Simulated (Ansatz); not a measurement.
## SnPt3 (Pm-3m): phonon-mediated transition temperature

Wanted: λ, ω_log and Tc of SnPt3 (Pm-3m). The cell shown first is a relaxed one, from steps not shown here.

Method: DFT PBEsol, scalar-relativistic, plane waves, PAW, in Ansatz 0.2.0.

## Step 1: The cell after earlier relaxation steps

The structure is cubic, space group Pm-3m (No. 221). Conventional cell: a = 4.006 Å, b = 4.006 Å, c = 4.006 Å, α = 90.00°, β = 90.00°, γ = 90.00°. Nearest to Sn lie 12 Pt at 2.83 Å. Nearest to Pt lie 4 Sn at 2.83 Å and 8 Pt at 2.83 Å. Farther neighbours are not listed.

## Step 2: Electron–phonon run: Fermi–Dirac smearing of 0.25 eV

The run that gives the couplings also evaluates McMillan's and Allen and Dynes's formulas and, where asked, the Eliashberg equations, over a range of μ*.

input.yaml reads:

```yaml
crystal:
  lattice:
    - [4.0063054515, 0.0, 0.0]
    - [0.0, 4.0063054515, 0.0]
    - [0.0, 0.0, 4.0063054515]
  atoms:
    - { symbol: Sn, position: [0.0, 0.0, 0.0] }
    - { symbol: Pt, position: [0.0, 0.5, 0.5] }
    - { symbol: Pt, position: [0.5, 0.0, 0.5] }
    - { symbol: Pt, position: [0.5, 0.5, 0.0] }
kpoints:
  mp_grid: { grid: [6, 6, 6] }
hamiltonian:
  xc: pbesol
scf:
  occupations: { method: fermi_dirac, width: 0.25 }
output:
  eigenvalues: true
phonons:
  method: dfpt
  qmesh: [2, 2, 2]
  temperatures: { t_max: 1000, t_step: 50 }
  qpath:
    path:
      - [[0.0, 0.0, 0.0], [0.0, 0.5, 0.0], [0.5, 0.5, 0.0], [0.0, 0.0, 0.0], [0.5, 0.5, 0.5], [0.0, 0.5, 0.0]]
      - [[0.5, 0.5, 0.5], [0.5, 0.5, 0.0]]
    npoints: 10
  electrical_resistivity:
    mesh: [8, 8, 8]
    temperatures: [20.0, 50.0, 77.0, 100.0, 150.0, 200.0, 300.0, 400.0, 600.0, 800.0]
  superconductivity: { mesh: [8, 8, 8] }
```

Run with:

```
ansatz run input.yaml --threads 4 --pin off --max-ram 10240MiB --backend cpu --events-out ev --progress --plain --runs-dir out
```

Numbers of over 12 decimals in the logs are rounded to 6 here.

Output:

```text
band count auto-derived: 43 (N_el = 68.0; filled up to band 34; 41 by the electrons, moments and atoms)
Engine: ansatz 0.2.0, aarch64-unknown-linux-gnu
Pseudopotentials: kind: paw
Pseudopotential: Sn, paw, valence charge 14, recommended cutoff 420 eV (normal), Sn.paw.azcp
Pseudopotential: Pt, paw, valence charge 18, recommended cutoff 420 eV (normal), Pt.paw.azcp
Functional definition: PBEsol
  exchange = pbesol_x
  correlation = pbesol_c
Crystal: 4 atoms, lattice volume = 64.303 Å³
Basis set: ecut = 420 eV, 1237 PW (Γ), exchange–correlation on 54×54×54 points (8 copies of the dense FFT grid, shifted against one another)
Bands: 43, of which v1, the nominal top of the filled ones, is band 34 counted from 1 (33 counted from 0)
Symmetry: 48 space group operations
k-points: 20 of 216
Non-local potential: Sn, projectors of the file, l = 0: 2, l = 1: 2, l = 2: 2, l = 3: 2
Non-local potential: Pt, projectors of the file, l = 0: 3, l = 1: 2, l = 2: 2, l = 3: 1
PAW form: soft (Blöchl's): semilocal exchange-correlation on the pseudo side does not see the compensation charge
PAW frozen core: Sn, regenerated for the run's functional, and the local potential with it (the file was generated under x = pbe(κ = 0.804, μ = 0.219515), c = pbe(β = 0.066725))
PAW frozen core: Pt, regenerated for the run's functional, and the local potential with it (the file was generated under x = pbe(κ = 0.804, μ = 0.219515), c = pbe(β = 0.066725))
PAW one-centre angular grid: Sn, 590 points (default); XC on 64 Gauss nodes
PAW one-centre angular grid: Pt, 590 points (default); XC on 64 Gauss nodes
Initial density: superposition of atomic densities (neutral atoms: chi_scale 0, normalization atom), corrected by the library's trained network
Initial wavefunctions: pseudopotential atomic-orbital guess
Functional: x = pbesol(κ = 0.804, μ = 0.123457), c = pbesol(β = 0.046)
SCF iter   1: F=—  HF=-43102.958752 eV  |F-HF|=—  |Δ(HF+E_count)|=         —  Δρ=5.29e-3  dr2=1.47e-2  ethr=1.77e-3  ⟨swp⟩=6.8  Hψ=3348  notcnv=0
preconditioner: auto → Kerker (q_TF=auto, 2.754 Å⁻¹)  [metal: Δε(μ)=0.134 eV  Ē_g=14.016 eV  σ=0.250 eV  W_gap=0.13  n_scr=26 (ndim 8)  ℏωp=30.7 eV  f_vac=0.000  D(μ)=1.51/eV (n_scr^D=6)]
SCF iter   2: F=—  HF=-43102.955862 eV  |F-HF|=—  |Δ(HF+E_count)|=   2.89e-3  Δρ=2.73e-3  dr2=3.87e-3  ethr=2.17e-5  ⟨swp⟩=2.8  Hψ=1444  notcnv=0
SCF iter   3: F=—  HF=-43102.955006 eV  |F-HF|=—  |Δ(HF+E_count)|=   8.56e-4  Δρ=4.48e-4  dr2=8.30e-5  ethr=5.68e-6  ⟨swp⟩=2.0  Hψ=1144  notcnv=0
SCF iter   4: F=—  HF=-43102.955001 eV  |F-HF|=—  |Δ(HF+E_count)|=   5.34e-6  Δρ=1.07e-4  dr2=7.70e-6  ethr=1.22e-7  ⟨swp⟩=1.4  Hψ=921  notcnv=0
SCF iter   5: F=—  HF=-43102.954995 eV  |F-HF|=—  |Δ(HF+E_count)|=   5.72e-6  Δρ=3.23e-5  dr2=7.41e-7  ethr=1.13e-8  ⟨swp⟩=2.6  Hψ=1260  notcnv=0
SCF iter   6: F=—  HF=-43102.954991 eV  |F-HF|=—  |Δ(HF+E_count)|=   3.93e-6  Δρ=6.68e-6  dr2=3.68e-8  ethr=1.09e-9  ⟨swp⟩=2.1  Hψ=1134  notcnv=0
SCF iter   7: F=—  HF=-43102.954991 eV  |F-HF|=—  |Δ(HF+E_count)|=   6.61e-9  Δρ=1.75e-6  dr2=3.16e-9  ethr=5.41e-11  ⟨swp⟩=2.4  Hψ=1344  notcnv=0
SCF iter   8: F=—  HF=-43102.954991 eV  |F-HF|=—  |Δ(HF+E_count)|=  6.77e-10  Δρ=4.28e-7  dr2=1.87e-10  ethr=4.65e-12  ⟨swp⟩=2.5  Hψ=1244  notcnv=0
SCF iter   9: F=—  HF=-43102.954991 eV  |F-HF|=—  |Δ(HF+E_count)|=  6.55e-11  Δρ=1.16e-7  dr2=1.12e-11  ethr=1.00e-12  ⟨swp⟩=1.1  Hψ=859  notcnv=0
SCF iter  10: F=-43102.954991 eV  HF=-43102.954991 eV  |F-HF|=1.46e-11  |Δ(HF+E_count)|=  1.46e-11  Δρ=1.98e-8  dr2=1.20e-13  ethr=1.00e-12  ⟨swp⟩=5.3  Hψ=3211  notcnv=0
SCF 1 converged in 10 iterations: F = -43102.954991 eV  dr2 = 1.20e-13
  greatest PAW one-centre occupation: 1.000 electrons in one spin orbital (limit 2), on the Pt atom at site 3 (counted from 0), in its partial waves of l = 0
Initial density: read from a saved state, or passed on in memory by an earlier SCF of this step, an earlier step, the calling program or the single point that the run made first
[...]
eigensolver tolerance schedule: the retry pair's looser diagonalisation over-reported the residual by 66492.34 of it (diagonalisation noise at 0.33 of the residual, at the tolerance the schedule requests for it); recorded, not acted on — ethr = c·dr2/N_el stays at c = 1.0e-1
preconditioner: auto → Kerker (q_TF=auto, 2.754 Å⁻¹)  [metal: Δε(μ)=0.128 eV  Ē_g=14.037 eV  σ=0.250 eV  W_gap=0.13  n_scr=26 (ndim 8)  ℏωp=30.7 eV  f_vac=0.000  D(μ)=1.49/eV (n_scr^D=6)]
[...]
SCF 2 converged in 8 iterations: F = -43102.954991 eV  dr2 = 4.36e-14
  greatest PAW one-centre occupation: 1.000 electrons in one spin orbital (limit 2), on the Pt atom at site 1 (counted from 0), in its partial waves of l = 0
phonons: the bands overlap, so this run is a metal and interpolates without the dipole-dipole term. If the crystal is really an insulator or semiconductor, its LO-TO splitting is missing
NSCF: frozen V_eff on 20 k-points
WARN: eigensolver did not converge (k=3): 1 band(s) unlocked after 20 sweeps at ethr=1.73e-12 eV (storage-precision floor; scheduled 1.00e-12 eV) (lowest unlocked band 42, counted from 0; max residual 1.24e-4 eV among the unlocked bands, 1.24e-4 eV over every band; other slots of this pass that fall short are told together in one closing line; warning suppressed until the next SCF loop or pass starts)
NSCF: frozen V_eff on 64 k-points
DFPT response loops at q = (0, 0, 0) (fractional): preconditioner auto → Kerker (q_TF=auto, 2.754 Å⁻¹) (partly filled bands, converged f_vac=0.000); β = 1.00, the filter's whole step (`scf.mixing.beta` (0.50) is not read by the response loops under this deck's `scf.mixing.preconditioner`; to damp them name `kerker` or `kerker_dos`, under which they read `scf.mixing.beta`, and type it under 1.00, their step now; both keys bind the ground state too); Broyden in place of MSR1
NSCF: frozen V_eff on 128 k-points
DFPT response loops at q = (0, 0, -0.5) (fractional): mixed as the last ones told, above
NSCF: frozen V_eff on 128 k-points
DFPT response loops at q = (0, -0.5, -0.5) (fractional): mixed as the last ones told, above
NSCF: frozen V_eff on 128 k-points
DFPT response loops at q = (-0.5, -0.5, -0.5) (fractional): mixed as the last ones told, above
SCF iter   1: F=—  HF=-43102.958752 eV  |F-HF|=—  |Δ(HF+E_count)|=         —  Δρ=5.29e-3  dr2=1.47e-2  ethr=1.77e-3  ⟨swp⟩=6.8  Hψ=3348  notcnv=0
SCF iter   2: F=—  HF=-43102.955862 eV  |F-HF|=—  |Δ(HF+E_count)|=   2.89e-3  Δρ=2.73e-3  dr2=3.87e-3  ethr=2.17e-5  ⟨swp⟩=2.8  Hψ=1444  notcnv=0
[...]
77.00      8.8087e0              no      8.8087e0      8.8087e0      8.8087e0        1.0102e1          8.9581e0
    100.00      1.2352e1              no      1.2352e1      1.2352e1      1.2352e1        1.3971e1          1.2593e1
    150.00      1.9796e1             yes      1.9796e1      1.9796e1      1.9796e1        2.2262e1          2.0211e1
    200.00      2.7089e1              no      2.7089e1      2.7089e1      2.7089e1        3.0613e1          2.7654e1
    300.00      4.1613e1              no      4.1614e1      4.1613e1      4.1613e1        4.8189e1          4.2396e1
    400.00      5.6359e1              no      5.6359e1      5.6358e1      5.6358e1        6.7378e1          5.7250e1
    600.00      8.5956e1              no      8.5957e1      8.5956e1      8.5956e1        1.0815e2          8.6682e1
    800.00      1.1310e2              no      1.1310e2      1.1310e2      1.1310e2        1.4780e2          1.1332e2
  mean free path at 20 K (of a tensor a third of its trace): 809 nm by what each carries, 578 by the Fermi surface alone
  Hall coefficient in a weak field at 20 K (a third of the trace): -5.617e-10 m³/C (how far it moves between the two finest meshes is not known); by each state's relaxation time: -3.333e-10 m³/C; by a constant relaxation time: -6.286e-10 m³/C
  mean free path at 50 K (of a tensor a third of its trace): 86.4 nm by what each carries, 73.7 by the Fermi surface alone
  Hall coefficient in a weak field at 50 K (a third of the trace): -6.174e-10 m³/C (how far it moves between the two finest meshes is not known); by each state's relaxation time: -4.541e-10 m³/C; by a constant relaxation time: -6.608e-10 m³/C
  mean free path at 77 K (of a tensor a third of its trace): 42.5 nm by what each carries, 38.1 by the Fermi surface alone
  Hall coefficient in a weak field at 77 K (a third of the trace): -5.592e-10 m³/C (how far it moves between the two finest meshes is not known); by each state's relaxation time: -4.272e-10 m³/C; by a constant relaxation time: -6.760e-10 m³/C
  mean free path at 100 K (of a tensor a third of its trace): 29.9 nm by what each carries, 27.1 by the Fermi surface alone
  Hall coefficient in a weak field at 100 K (a third of the trace): -5.431e-10 m³/C (how far it moves between the two finest meshes is not known); by each state's relaxation time: -4.237e-10 m³/C; by a constant relaxation time: -6.804e-10 m³/C
  mean free path at 150 K (of a tensor a third of its trace): 18.6 nm by what each carries, 16.9 by the Fermi surface alone
  Hall coefficient in a weak field at 150 K (a third of the trace): -5.518e-10 m³/C (how far it moves between the two finest meshes is not known); by each state's relaxation time: -4.442e-10 m³/C; by a constant relaxation time: -6.797e-10 m³/C
  mean free path at 200 K (of a tensor a third of its trace): 13.8 nm by what each carries, 12.4 by the Fermi surface alone
  Hall coefficient in a weak field at 200 K (a third of the trace): -5.867e-10 m³/C (how far it moves between the two finest meshes is not known); by each state's relaxation time: -4.852e-10 m³/C; by a constant relaxation time: -6.763e-10 m³/C
  mean free path at 300 K (of a tensor a third of its trace): 9.40 nm by what each carries, 8.06 by the Fermi surface alone
  Hall coefficient in a weak field at 300 K (a third of the trace): -7.052e-10 m³/C (how far it moves between the two finest meshes is not known); by each state's relaxation time: -6.163e-10 m³/C; by a constant relaxation time: -6.778e-10 m³/C
  mean free path at 400 K (of a tensor a third of its trace): 7.28 nm by what each carries, 5.95 by the Fermi surface alone
  Hall coefficient in a weak field at 400 K (a third of the trace): -8.518e-10 m³/C (how far it moves between the two finest meshes is not known); by each state's relaxation time: -7.762e-10 m³/C; by a constant relaxation time: -6.928e-10 m³/C
  mean free path at 600 K (of a tensor a third of its trace): 5.13 nm by what each carries, 3.90 by the Fermi surface alone
  Hall coefficient in a weak field at 600 K (a third of the trace): -1.145e-9 m³/C (how far it moves between the two finest meshes is not known); by each state's relaxation time: -1.091e-9 m³/C; by a constant relaxation time: -7.413e-10 m³/C
  mean free path at 800 K (of a tensor a third of its trace): 4.09 nm by what each carries, 2.96 by the Fermi surface alone
  Hall coefficient in a weak field at 800 K (a third of the trace): -1.426e-9 m³/C (how far it moves between the two finest meshes is not known); by each state's relaxation time: -1.382e-9 m³/C; by a constant relaxation time: -7.868e-10 m³/C
  the resistivity times a path that all electrons share, by the Fermi surface of the deck's mesh alone (a third of the trace): 3.352e-15 Ω·m²
  not converged in the mesh (λ; λ_tr; the resistivity at 20 K by 28.98 %; the resistivity at 50 K by 88.82 %; the resistivity at 77 K by 69.91 %; the resistivity at 100 K by 32.66 %; the resistivity at 200 K by 17.09 %; the resistivity at 300 K by 30.48 %; the resistivity at 400 K by 35.20 %; the resistivity at 600 K by 38.26 %; the resistivity at 800 K by 37.85 %): between neighbouring meshes, the two finest first,  [...]
  vibrations of 8 cells: unjudged by the run; compare a larger repeat
  the changes of the potential over all sites missed a rigid shift's by 0.00 % (the site terms' by 0.07 %)
  at the force constants' own smearing the fine mesh and the k-points of their solves give squared frequencies that differ by 8.5 % of the larger at the most, at (-0.5, -0.5, -0.5)
--- Superconductivity: potentials and phonons of a 2×2×2 supercell ---
           mesh         λ    ħω_log (meV)  μ* declared at (meV)
          8×8×8    0.2128           7.673                9.844
          4×4×4    1.7379          13.200               15.604
  λ by the species' shares of the modes' patterns: Sn 0.0245, Pt 0.1883
  with the Fermi level up to 22.4 meV (the hardest mode) off, states and modes as they are: density of states 0.4956 to 0.5776 /eV of one spin and cell, λ 0.2032 to 0.2300
  transition temperature on the deck's mesh (K), isotropic and anisotropic, restricted to the Fermi surface (FSR) and over the full bandwidth (FBW), and the last with the density of states resolved in a narrower window:
        μ*   McMillan   Allen–Dynes      iso. FSR      iso. FBW    aniso. FSR    aniso. FBW  narrow window
      0.08      0.002         0.002    none_found    none_found    none_found    none_found     none_found
      0.10      0.000         0.000    none_found    none_found    none_found    none_found     none_found
      0.12      0.000         0.000    none_found    none_found    none_found    none_found     none_found
      0.13      0.000         0.000    none_found    none_found    none_found    none_found     none_found
      0.14      0.000         0.000    none_found    none_found    none_found    none_found     none_found
      0.16      0.000         0.000    none_found    none_found    none_found    none_found     none_found
      0.20          -             -    none_found    none_found    none_found    none_found     none_found
  none_found: no transition down to 0.1 K
  isotope coefficients −∂ln Tc/∂ln M under μ* = 0.13, the force constants as they are, of the isotropic transitions restricted to the Fermi surface and over the full bandwidth: Sn - and -, Pt - and -
  not converged in the mesh (λ, the transition temperature): between neighbouring meshes, the two finest first, λ moves by 716.66 % and the anisotropic transition temperature over the full bandwidth at μ* = 0.13 by (not known); converged means that the two finest part by at most 2.00 % and 5.00 %
  vibrations of 8 cells: unjudged by the run; compare a larger repeat
  the changes of the potential over all sites missed a rigid shift's by 0.00 % (the site terms' by 0.07 %)
  at the force constants' own smearing the fine mesh and the k-points of their solves give squared frequencies that differ by 8.5 % of the larger at the most, at (-0.5, -0.5, -0.5)
[key lines of the parts left out:]
SCF converged after 10 iterations
Free energy (F): -43102.954991 eV
Fermi energy:    21.514146 eV
```

Wall time 2.9 min (4 threads of Arm Neoverse V2, shared host); peak memory 2.7 GiB.

Numbers from this step:

```yaml
volume_per_atom: 16.08 Å³
metallic_on_mesh: yes
gap_on_the_k_mesh: 0 eV
zero_point_energy: 0.08054 eV/cell
share_of_imaginary_modes_in_the_plain_interpolation_between_solved_wavevectors: 0
highest_frequency_solved_or_plainly_interpolated: 180.5 cm⁻¹
debye_temperature_second_moment: 216 K
resistivity_at_300_k: 41.61 μΩ cm
coupling_constant_lambda: 0.2128
density_of_states_at_the_fermi_level: 0.5229 states/eV a spin and cell
log_mean_phonon_energy_omega_log: 7.673 meV
transport_coupling_constant_lambda_tr: 0.2359, 0.2359, 0.2359 (xx, yy, zz)
drude_plasma_energy: 2.496, 2.496, 2.496 eV (xx, yy, zz)
resistivity_times_mean_free_path: 33.52, 33.52, 33.52 × 10⁻¹⁶ Ω m² (xx, yy, zz)
second_moment_phonon_energy_omega: 9.844 meV
```

An empty cell: under 1 mK by a formula, or no transition down to the floor of the Eliashberg search. Transition temperatures:

| μ* | McMillan Tc (K) | Allen–Dynes Tc (K) |
| --- | --- | --- |
| 0.08 | 0.00245 | 0.00247 |
| 0.1 | - | - |
| 0.12 | - | - |
| 0.13 | - | - |
| 0.14 | - | - |
| 0.16 | - | - |
| 0.2 | - | - |

[end of part 1 of 2]

[Logs are printed without paths, hosts, clocks, repeated set-up lines and the standing remarks that a program may print on its own settings, such as how far it seeks lower states.]

[Hosts, paths, dates, database ids (printed as entryN), source tags and the programs' standing remarks are cut or masked in the printed files.]
